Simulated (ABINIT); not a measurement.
Planning a run of ABINIT 10.8.3 on InP (F-43m). The input:

```
acell 3*1.0 Angstrom
rprim 
  -0.000000000000 2.930500000000 2.930500000000
  2.930500000000 -0.000000000000 2.930500000000
  2.930500000000 2.930500000000 -0.000000000000
ntypat 2
znucl 49 15
natom 2
typat 1 2
xred 
  0.000000000000 0.000000000000 0.000000000000
  0.250000000000 0.250000000000 0.250000000000
pp_dirpath "pseudos"
pseudos "In.upf, P.upf"
ecut 31
ngkpt 6 6 6
nshiftk 1
shiftk 0 0 0
kptopt 1
chksymbreak 0
istwfk *1
occopt 1
irdwfk 1
optdriver 3
nband 29
ecuteps 3.9
inclvkb 2
awtr 1
symchi 1
indata_prefix "in"
outdata_prefix "out"
tmpdata_prefix "tmp"
```

The database entry behind the starting cell differs from other determinations of this structure, so it need not match the best structure at room temperature.

```sh
OMP_NUM_THREADS=1 mpirun -n 4 abinit run.abi > log
```

**Question.** Estimate wall time and host memory on 4 MPI ranks of Arm Neoverse V1, shared host.

It took 24 s; on shared hardware allow 12 s to 48 s. Peak host memory was 0.65 GiB.

[Long decimals in the printed logs are rounded to 6 places.]

[Logs are printed without paths, hosts, clocks, repeated set-up lines and the standing remarks that a program may print on its own settings, such as how far it seeks lower states.]

[Paths, hosts, dates, memory and timing lines, banners, echoed tables and standing remarks are left out of the program output; an Ansatz launch command may be rebuilt from the run's recorded settings. Measured values are a selection of at most five: reports struck by readers or far from the other reports are left out. None is set beside runs whose start may be inverted or whose files or cutoffs have a known fault.]

[Runs of the session that timed out or met a known fault of the program may be left out.]

[Hosts, paths, dates, database ids (printed as entryN), source tags and the programs' standing remarks are cut or masked in the printed files.]

[G0W0 gaps are taken among the corrected bands and points alone; a level outside them can change the order at an edge.]

[Where Ansatz stands beside ABINIT at settings called matched, ABINIT's density can come from a denser mesh and the files from another edition; pairs whose starting gaps differed by over 0.03 eV were left out, so agreement reads better than it is.]
